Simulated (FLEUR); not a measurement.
# Magnetic state of YMnSi from several starts, part 3 of 3

Wanted: the moments of YMnSi and the energy of each order that was tried.

FLEUR MaX-R8.1; LDA (VWN); all-electron FLAPW, Dirac cores, scalar-relativistic bands.

So far. Step 3 (Run 2 (antiferro +-)): It lies 74.5 meV a seeded atom over the first start, and its largest moment is 2.16 μB against 2.05 μB. Step 4 (Run 3 (no spin polarisation)): It lies 224 meV a seeded atom over the first start.

### Step 5. Another try

A slip in the input shows what the program catches and what it lets pass.

File inp.xml:

```
<?xml version="1.0" encoding="UTF-8" standalone="no"?>
<fleurInput fleurInputVersion="0.39">
   <comment>
      YMnSi
   </comment>
   <calculationSetup>
      <cutoffs Kmax="4.21" Gmax="12.6" GmaxXC="12.6" numbands="0"/>
      <scfLoop itmax="50" minDistance="0.00002" maxIterBroyd="15" imix="Anderson" alpha="0.05" precondParam="0.0" spinf="2.0" sdNocoIR="T"/>
      <coreElectrons ctail="T" frcor="F" kcrel="0" coretail_lmax="0"/>
      <xcFunctional name="vwn" relativisticCorrections="F"/>
      <magnetism jspins="2"/>
      <soc l_soc="F" theta="0.0" phi="0.0" spav="F"/>
      <expertModes spex="0" secvar="F"/>
      <geometryOptimization l_f="F" forcealpha="1.0" forcemix="BFGS" epsdisp="0.00001" epsforce="0.00001"/>
      <ldaU l_linMix="F" mixParam="0.05" spinf="1.0"/>
   </calculationSetup>
   <cell>
      <bzIntegration valenceElectrons="60.0" mode="hist" fermiSmearingEnergy="0.00183747">
         <kPointListSelection listName="default-1"/>
         <xi:include xmlns:xi="http://www.w3.org/2001/XInclude" href="kpts.xml"> </xi:include>
      </bzIntegration>
      <xi:include xmlns:xi="http://www.w3.org/2001/XInclude" href="sym.xml"> </xi:include>
      <bulkLattice scale="1.0">
         <bravaisMatrix>
            <row-1>    7.3695225145696277     0.0000000000000000     0.0000000000000000</row-1>
            <row-2>    0.0000000000000000     7.3695225145696277     0.0000000000000000</row-2>
            <row-3>    0.0000000000000000     0.0000000000000000    13.7922848707827690</row-3>
         </bravaisMatrix>
      </bulkLattice>
   </cell>
   <atomSpecies>
      <species name="Yttrium (Y)" element="Y" atomicNumber="39">
         <mtSphere radius="2.8" gridPoints="925" logIncrement="0.014"/>
         <atomicCutoffs lmax="10" lnonsphr="8"/>
         <electronConfig flipSpins="F">
            <coreConfig>(1s1/2) (2s1/2) (2p1/2) (2p3/2) (3s1/2) (3p1/2) (3p3/2) (3d3/2) (3d5/2)</coreConfig>
            <valenceConfig>(4s1/2) (4p1/2) (4p3/2) (5s1/2) (4d3/2) (4d5/2)</valenceConfig>
            <stateOccupation state="(4d3/2)" spinUp="0.200000" spinDown="0.200000"/>
            <stateOccupation state="(4d5/2)" spinUp="0.300000" spinDown="0.300000"/>
         </electronConfig>
         <energyParameters s="5" p="5" d="4" f="4"/>
      </species>
      <species name="Manganese 3.500" element="Mn" atomicNumber="25">
         <mtSphere radius="2.54" gridPoints="839" logIncrement="0.015"/>
         <atomicCutoffs lmax="10" lnonsphr="8"/>
         <electronConfig flipSpins="F">
            <coreConfig>(1s1/2) (2s1/2) (2p1/2) (2p3/2)</coreConfig>
            <valenceConfig>(3s1/2) (3p1/2) (3p3/2) (4s1/2) (3d3/2) (3d5/2)</valenceConfig>
            <stateOccupation state="(3d3/2)" spinUp="1.25" spinDown="0.75"/>
            <stateOccupation state="(3d5/2)" spinUp="3.0" spinDown="0.0"/>
         </electronConfig>
         <energyParameters s="4" p="4" d="3" f="4"/>
      </species>
      <species name="Silicon (Si)" element="Si" atomicNumber="14">
         <mtSphere radius="1.78" gridPoints="589" logIncrement="0.019"/>
         <atomicCutoffs lmax="6" lnonsphr="4"/>
         <electronConfig flipSpins="F">
            <coreConfig>(1s1/2) (2s1/2) (2p1/2) (2p3/2)</coreConfig>
            <valenceConfig>(3s1/2) (3p1/2) (3p3/2)</valenceConfig>
            <stateOccupation state="(3p1/2)" spinUp="0.333333" spinDown="0.333333"/>
            <stateOccupation state="(3p3/2)" spinUp="0.666667" spinDown="0.666667"/>
         </electronConfig>
         <energyParameters s="3" p="3" d="3" f="4"/>
      </species>
   </atomSpecies>
   <atomGroups>
      <atomGroup species="Yttrium (Y)">
         <relPos label="                   1">1.000/4.000 -1.000/4.000 -.3350803900</relPos>
         <relPos label="                   2">-1.000/4.000 1.000/4.000 .3350803900</relPos>
         <force calculate="T" relaxXYZ="TTT"/>
      </atomGroup>
      <atomGroup species="Manganese 3.500">
         <relPos label="                   3">-1.000/4.000 -1.000/4.000 .0000000000</relPos>
         <relPos label="                   4">1.000/4.000 1.000/4.000 .0000000000</relPos>
         <force calculate="T" relaxXYZ="TTT"/>
      </atomGroup>
      <atomGroup species="Silicon (Si)">
         <relPos label="                   5">-1.000/4.000 1.000/4.000 -.2030921600</relPos>
         <relPos label="                   6">1.000/4.000 -1.000/4.000 .2030921600</relPos>
         <force calculate="T" relaxXYZ="TTT"/>
      </atomGroup>
   </atomGroups>
   <output dos="F" band="F" slice="F">
      <bandDOS minEnergy="-.5*Htr" maxEnergy="0.5*Htr" sigma="0.015" storeEVData="T"/>
      <plotting iplot="0" polar="F">
         <plot TwoD="T" vec1="  1.0  0.0  0.0" vec2="  0.0  1.0  0.0" vec3="  0.0  0.0  1.0" zero="  0.0  0.0  0.0" file="plot"/>
      </plotting>
      <moessbauerParams electricFieldGradient="F" isomerShift="F" coreHyperfine="F" valenceHyperfine="F"/>
   </output>
</fleurInput>
```

File crystal.txt:

```
YMnSi
&input film=F cartesian=F /
3.89978337000  0.00000000000  0.00000000000
0.00000000000  3.89978337000  0.00000000000
0.00000000000  0.00000000000  7.29856284000
1.8897261246
1.0 1.0 1.0

6
39 0.50000000000  0.00000000000  0.66491961000
39 0.00000000000  0.50000000000  0.33508039000
25 0.00000000000  0.00000000000  0.00000000000 : 3.500
25 0.50000000000  0.50000000000  0.00000000000 : 3.500
14 0.00000000000  0.50000000000  0.79690784000
14 0.50000000000  0.00000000000  0.20309216000

&kpt div1=8 div2=8 div3=4 gamma=T /
```

Launch:

```
$ OMP_NUM_THREADS=1 inpgen -f crystal.txt > inpgen.log  # inp.xml is then edited as shown
$ OMP_NUM_THREADS=1 mpirun -n 4 fleur_MPI > fleur.log
```

What it wrote:

```text
[banner, memory and clock lines left out]
Welcome to FLEUR        (www.flapw.de)
      MaX-Release 8.1          (www.max-centre.eu)

 ========== k-point set info ==========
 Selected k-point list: default-1
 k-point list type: mesh
 0 x 0 x 0
 Number of k points: 48

 [... set-up left out ...]
 Iteration:     1   Distance:     143.90399096 me/bohr^3
**************FLEUR-Error*****************
Error message: differ 2: problems with solving dirac equation
Error occurred in subroutine: differ
Hint: The n=5 l=1 state of an atom with Z=39 seems to be above the reasonable energy range.
Error from PE:0/4
*****************************************

Memory (rank 0): 0.091 GB (peak 0.111 GB)

--- out.xml (last complete iteration) ---
<iteration numberForCurrentRun="    1" overallNumber="    1">
         [... left out ...]
         <bandgap value="0.0057300457" units="eV"/>
         <sumValenceSingleParticleEnergies value="15.9394241337" units="Htr"/>
         <FermiEnergy value="0.4659840523" units="Htr"/>
         [... left out ...]
         <magneticMomentsInMTSpheres units="muBohr">
            <globalMagMoment atomType="1" vec="0.00000   0.00000   0.04480"/>
            <globalMagMoment atomType="2" vec="0.00000   0.00000   0.45144"/>
            <globalMagMoment atomType="3" vec="0.00000   0.00000   0.03646"/>
         </magneticMomentsInMTSpheres>
         [... left out ...]
         <totalEnergy value="    -9604.6999688580" units="Htr">
            <sumOfEigenvalues value="    -5596.6490878288">
               <coreElectrons value="-5612.5885119625"/>
               <valenceElectrons value="15.9394241337"/>
            </sumOfEigenvalues>
         [... left out ...]
            <freeEnergy value="-9604.7013902561"/>
            <extrapolationTo0K value="-9604.7006795571"/>
         </totalEnergy>
         <densityConvergence units="me/bohr^3">
            <chargeDensity spin="1" distance="84.8769645203"/>
            <chargeDensity spin="2" distance="63.2543376049"/>
            <overallChargeDensity distance="143.9039909561"/>
            <spinDensity distance="41.2560547184"/>
         </densityConvergence>
      </iteration>
```

Run time: 8.7 s. Hardware: 4 MPI ranks of AMD EPYC 9R45, shared host; peak memory 0.43 GiB.

The run ended with an error.

The program's message: “differ 2: problems with solving dirac equation”

The fault in the input: semicore states without local orbitals.

Semicore states counted as valence have no basis functions without local orbitals, so their electrons fill higher states.

### Step 6. Ranking

Free energies are divided by the number of seeded atoms.

Orders:

```csv
start,final state,typed order kept,energy over the lowest (meV a seeded atom),largest sphere moment (μB),net moment (μB a primitive cell),mesh matched,CPU time (s)
ferro ++,"ferromagnetic, with opposed induced moments",yes,0,2.051,3.766,yes,579.2
antiferro +-,antiferromagnetic,yes,74.46,2.164,0,yes,1395
no spin polarisation,non-magnetic,-,223.8,0,0,yes,203.8
```

### Step 7. Results

```
lowest state found                 : ferromagnetic (typed ferro ++)
largest site spin moment           : 2.05 μB
next finished state                : antiferromagnetic, 74.5 meV a seeded atom higher
energy gained by spin polarisation : 224 meV a seeded atom
```

What this shows: The lowest state found is ferromagnetic, reached from the start ferro ++, with moments up to 2.05 μB. The next finished state costs 74 meV a seeded atom. This is the lowest of 3 finished starts, no proof of the ground state.

[Logs and program files are shortened in this print: banners, set-up blocks, solver, clock and traceback lines can be left out without a mark of their own.]

[Logs are printed without paths, hosts, clocks, repeated set-up lines and the standing remarks that a program may print on its own settings, such as how far it seeks lower states.]

[Hosts, paths, dates, database ids (printed as entryN), source tags and the programs' standing remarks are cut or masked in the printed files.]

[Where a cell is said to come from a database of computed structures, the database is the Materials Project.]
